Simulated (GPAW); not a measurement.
# Ga5Fe11 (bcc Fe11Ga5): moments or none, part 2 of 2

Wanted: the moments of Ga5Fe11 (bcc Fe11Ga5) and the energy gained by spin polarisation.

GPAW 26.7.0; PBE; plane waves with GPAW's PAW setups, scalar-relativistic.

So far. Step 2 (Order 1, typed as ferro +++++++++++): After 41 cycles the largest moment stands at 2.65 μB.

## 3. Order 2, typed as no spin polarisation

A run without seeds gives the energy of the state without moments.

The input, nospin.py:

```python
import json
import numpy as np
from ase import Atoms
from ase.parallel import paropen, parprint
from gpaw import GPAW

atoms = Atoms(['Ga', 'Fe', 'Ga', 'Fe', 'Ga', 'Fe', 'Fe', 'Fe', 'Fe', 'Fe', 'Fe', 'Fe', 'Ga', 'Fe', 'Ga', 'Fe'],
    cell=[[5.94075, 0.0, 0.0],
         [0.0, 5.94075, 0.0],
         [0.0, 0.0, 5.94075]],
    scaled_positions=[[0.0, 0.0, 0.0],
         [0.25, 0.25, 0.25],
         [0.0, 0.0, 0.5],
         [0.25, 0.25, 0.75],
         [0.0, 0.5, 0.0],
         [0.25, 0.75, 0.25],
         [0.0, 0.5, 0.5],
         [0.25, 0.75, 0.75],
         [0.5, 0.0, 0.0],
         [0.75, 0.25, 0.25],
         [0.5, 0.0, 0.5],
         [0.75, 0.25, 0.75],
         [0.5, 0.5, 0.0],
         [0.75, 0.75, 0.25],
         [0.5, 0.5, 0.5],
         [0.75, 0.75, 0.75]],
    pbc=True)
atoms.calc = GPAW(mode={'name': 'pw', 'ecut': 450},
    xc='PBE',
    kpts={'size': (7, 7, 7), 'gamma': True},
    occupations={'name': 'fermi-dirac', 'width': 0.05},
    convergence={'density': 1e-05, 'energy': 1e-05},
    maxiter=200,
    mixer={'name': 'pulay', 'beta': 0.04, 'nmaxold': 8, 'weight': 100},
    symmetry={'tolerance': 1e-4},
    txt='nospin.txt')
e = atoms.get_potential_energy(force_consistent=True)
res = {'free_energy': e, 'energy_sigma0': atoms.get_potential_energy(), 'fermi_energy': atoms.calc.get_fermi_level()}
parprint(f'free energy: {e:.6f} eV')
atoms.calc.write('nospin.gpw')
with paropen('results.json', 'w') as f:
    json.dump(res, f)
```

The run is started by

```console
$ OMP_NUM_THREADS=1 mpirun -n 4 gpaw python nospin.py > nospin.log
```

Numbers of over 12 decimals in the logs are rounded to 6 here.

The log of the run:

```text
free energy: -109.391821 eV

--- nospin.txt ---
Input parameters:
  mode=PW(ecut=450),
  convergence={'density': 1e-05, 'energy': 1e-05},
  kpts=MonkhorstPack(size=(7, 7, 7), gamma=True),
  maxiter=200,
  mixer=Pulay(name='pulay', nmaxold=8, beta=0.04, weight=100, sigma=0.015, g_ss=None),
  occupations=Occupations(name='fermi-dirac', width=0.05),
  symmetry=Symmetry(tolerance=0.0001),
  xc=XC(name='PBE')

Diagonalizing LCAO Hamiltonian
Converting LCAO to pw mode
     .--------------.
    /|              |
   / |              |
  /  |  Fe     Fe   |
 *   |              |
 | Fe|Fe   GaFe     |
 |   |  Fe     Fe   |
 Ga  .---Fe---------.
 |  / Fe     Fe    /
 | /a      Ga     /
 |/              /
 Ga------Fe-----*

Atoms  # Å, Bohr magnetons
|    | symbol |        x |        y |        z |    initial magnetic moments |
|----|--------|----------|----------|----------|-----------------------------|
|  0 |     Ga | 0.000000 | 0.000000 | 0.000000 | ( 0.0000,  0.0000,  0.0000) |
|  1 |     Fe | 1.485188 | 1.485188 | 1.485188 | ( 0.0000,  0.0000,  0.0000) |
|  2 |     Ga | 0.000000 | 0.000000 | 2.970375 | ( 0.0000,  0.0000,  0.0000) |
|  3 |     Fe | 1.485188 | 1.485188 | 4.455563 | ( 0.0000,  0.0000,  0.0000) |
|  4 |     Ga | 0.000000 | 2.970375 | 0.000000 | ( 0.0000,  0.0000,  0.0000) |
|  5 |     Fe | 1.485188 | 4.455563 | 1.485188 | ( 0.0000,  0.0000,  0.0000) |
|  6 |     Fe | 0.000000 | 2.970375 | 2.970375 | ( 0.0000,  0.0000,  0.0000) |
|  7 |     Fe | 1.485188 | 4.455563 | 4.455563 | ( 0.0000,  0.0000,  0.0000) |
|  8 |     Fe | 2.970375 | 0.000000 | 0.000000 | ( 0.0000,  0.0000,  0.0000) |
|  9 |     Fe | 4.455563 | 1.485188 | 1.485188 | ( 0.0000,  0.0000,  0.0000) |
| 10 |     Fe | 2.970375 | 0.000000 | 2.970375 | ( 0.0000,  0.0000,  0.0000) |
| 11 |     Fe | 4.455563 | 1.485188 | 4.455563 | ( 0.0000,  0.0000,  0.0000) |
| 12 |     Ga | 2.970375 | 2.970375 | 0.000000 | ( 0.0000,  0.0000,  0.0000) |
| 13 |     Fe | 4.455563 | 4.455563 | 1.485188 | ( 0.0000,  0.0000,  0.0000) |
| 14 |     Ga | 2.970375 | 2.970375 | 2.970375 | ( 0.0000,  0.0000,  0.0000) |
| 15 |     Fe | 4.455563 | 4.455563 | 4.455563 | ( 0.0000,  0.0000,  0.0000) |

Unit cell  # Å
| periodic |        x |        y |        z |  lengths |    angles |
|----------|----------|----------|----------|----------|-----------|
|      yes | 5.940750 | 0.000000 | 0.000000 | 5.940750 | 90.000000 |
|      yes | 0.000000 | 5.940750 | 0.000000 | 5.940750 | 90.000000 |
|      yes | 0.000000 | 0.000000 | 5.940750 | 5.940750 | 90.000000 |

Number of symmetries: 8

BZ-sampling:
  Number of BZ points: 343
  Number of IBZ points: 64

  Monkhorst-Pack size: [7, 7, 7]
  Monkhorst-Pack shift: [0, 0, 0]

Plane wave coefficients: 4578
Cutoff: 450.000000 eV

Spin-components: 1 (collinear spins)
Bands:           66
Projectors:      91
Spin-degeneracy: 2
Datatype:        complex128

Parallelization:
  kpt:    4
  domain: 1
  band:   1

Density:
  Valence electrons: 103.0
  Components: 1
  Grid points: [30 30 30]
  Charge: 0.0  # |e|

Potential:
  Grid points: [30 30 30]

[... setups left out ...]
Reference energy: -645237.358244  # eV

eigensolver:
  PPCG
  Converge bands: occupied
  niter=2

density mixing:
  Pulay-Mixer
  Linear mixing parameters: 0.04
  Old densities: 8
  Fourier metric: weight=100, sigma=0.015

occupation numbers:
  Fermi-Dirac:
    width: 0.0500  # eV

poisson solver:
  ecut: 3600.000000  # eV

xc functional:
  name: PBE with 2 nearest neighbor stencil

convergence criteria:
- Maximum integral of absolute [dens]ity change: 1e-05 electrons / valence electron
- Maximum [total energy] change in last 3 cyles: 1e-05 eV / valence electron
- Maximum integral of absolute [eigenst]ate change: 4e-08 eV^2 / valence electron
maximum number of iterations: 200

SCF iterations
|iter     |      energy | eigst |  dens |
|---------|-------------|-------|-------|
|iter:   1|       0s | -110.647686 | +0.38 |       |
|iter:   2|      11s | -110.278535 | -0.96 | -1.09 |
|iter:   3|      22s | -110.097498 | -1.89 | -1.23 |
|iter:   4|      33s | -109.940348 | -2.37 | -1.23 |
|iter:   5|      44s | -109.589598 | -1.76 | -1.29 |
|iter:   6|      55s | -109.320537 | -1.66 | -1.33 |
|iter:   7|      66s | -109.211926 | -1.72 | -1.47 |
|iter:   8|      77s | -109.193743 | -1.92 | -1.57 |
|iter:   9|      88s | -109.184239 | -2.93 | -1.78 |
|iter:  10|      99s | -109.253156 | -2.37 | -1.86 |
[... 12 iterations left out ...]
|iter:  23|     247s | -109.222310c| -6.47 | -3.75 |
|iter:  24|     258s | -109.222294c| -6.86 | -4.00 |
|iter:  25|     264s | -109.222293c| -7.53c| -4.31 |
|iter:  26|     275s | -109.222291c| -7.49c| -4.41 |
|iter:  27|     280s | -109.222288c| -7.72c| -4.49 |
|iter:  28|     285s | -109.222289c| -7.77c| -4.55 |
|iter:  29|     291s | -109.222288c| -7.61c| -4.64 |
|iter:  30|     302s | -109.222289c| -7.93c| -4.70 |
|iter:  31|     307s | -109.222290c| -7.76c| -4.85 |
|iter:  32|     312s | -109.222290c| -7.81c| -5.05c|

Converged in 32 steps
Energy contributions relative to reference atoms: (reference = -645237.358244)

Energy contributions:
  Kinetic:          54.036042
  Coulomb:         -42.985625
  Zero:              1.760584
  External:          0.000000
  Xc:             -121.863761
  Entropy:          -0.339062
  Spinorbit:         0.000000
  ----------------------------
  Free energy:    -109.391821
  Extrapolated:   -109.222290

dipole moment: (-59.904165, -59.392329, -59.930125)  # |e|*Ang

Fermi level: 8.677
Eigenvalues  # (at kpt = [0.000, 0.000, 0.000])
| band index |      eig [eV] | occ [0-2] |
|------------|---------------|-----------|
|          0 |        -1.460 |     2.000 |
|        ... |               |           |
|         43 |         8.147 |     2.000 |
|         44 |         8.332 |     1.998 |
|         45 |         8.418 |     1.989 |
|         46 |         8.479 |     1.963 |
|         47 |         8.479 |     1.963 |
|         48 |         8.554 |     1.845 |
|         49 |         8.594 |     1.683 |
|         50 |         8.666 |     1.111 |
|         51 |         8.679 |     0.983 |
|         52 |         8.709 |     0.698 |
|         53 |         8.722 |     0.586 |
|         54 |         8.880 |     0.035 |
|         55 |         8.880 |     0.035 |
|         56 |         8.928 |     0.013 |
|         57 |         9.051 |     0.001 |
|         58 |         9.078 |     0.001 |
|        ... |               |           |
|         65 |         9.543 |     0.000 |

No gap
No difference between direct/indirect transitions
```

Run time: 5.6 min. Hardware: 4 MPI ranks of Arm Neoverse V1, shared host; peak memory 1.3 GiB.

Read from the output:

| Property | Result |
| --- | --- |
| final state | non-magnetic (no spin polarisation) |

It lies 419 meV a seeded atom over the first start.

## 4. Ranking

These are free energies at a smearing of 0.05 eV, so its entropy term is in the differences. They are divided by the number of seeded atoms, so that cells of unlike size compare.

Orders:

```csv
start,final state,typed order kept,energy over the lowest (meV a seeded atom),largest site moment (μB),net moment (μB a primitive cell),mesh matched,CPU time (s)
ferro +++++++++++,ferromagnetic,yes,0,2.646,25.1,yes,3850
no spin polarisation,non-magnetic,-,419.2,0,0,yes,1338
```

## 5. Results

```
lower run                          : with moments
largest site moment                : 2.65 μB
energy gained by spin polarisation : 419 meV a seeded atom
```

What this shows: The crystal holds moments, up to 2.65 μB, and gains 419 meV a seeded atom by them. No antiferromagnetic order was tried, so the session says nothing on how the moments order.

[Logs and program files are shortened in this print: banners, set-up blocks, solver, clock and traceback lines can be left out without a mark of their own.]

[Logs are printed without paths, hosts, clocks, repeated set-up lines and the standing remarks that a program may print on its own settings, such as how far it seeks lower states.]

[Hosts, paths, dates, database ids (printed as entryN), source tags and the programs' standing remarks are cut or masked in the printed files.]

[Where a cell is said to come from a database of computed structures, the database is the Materials Project.]
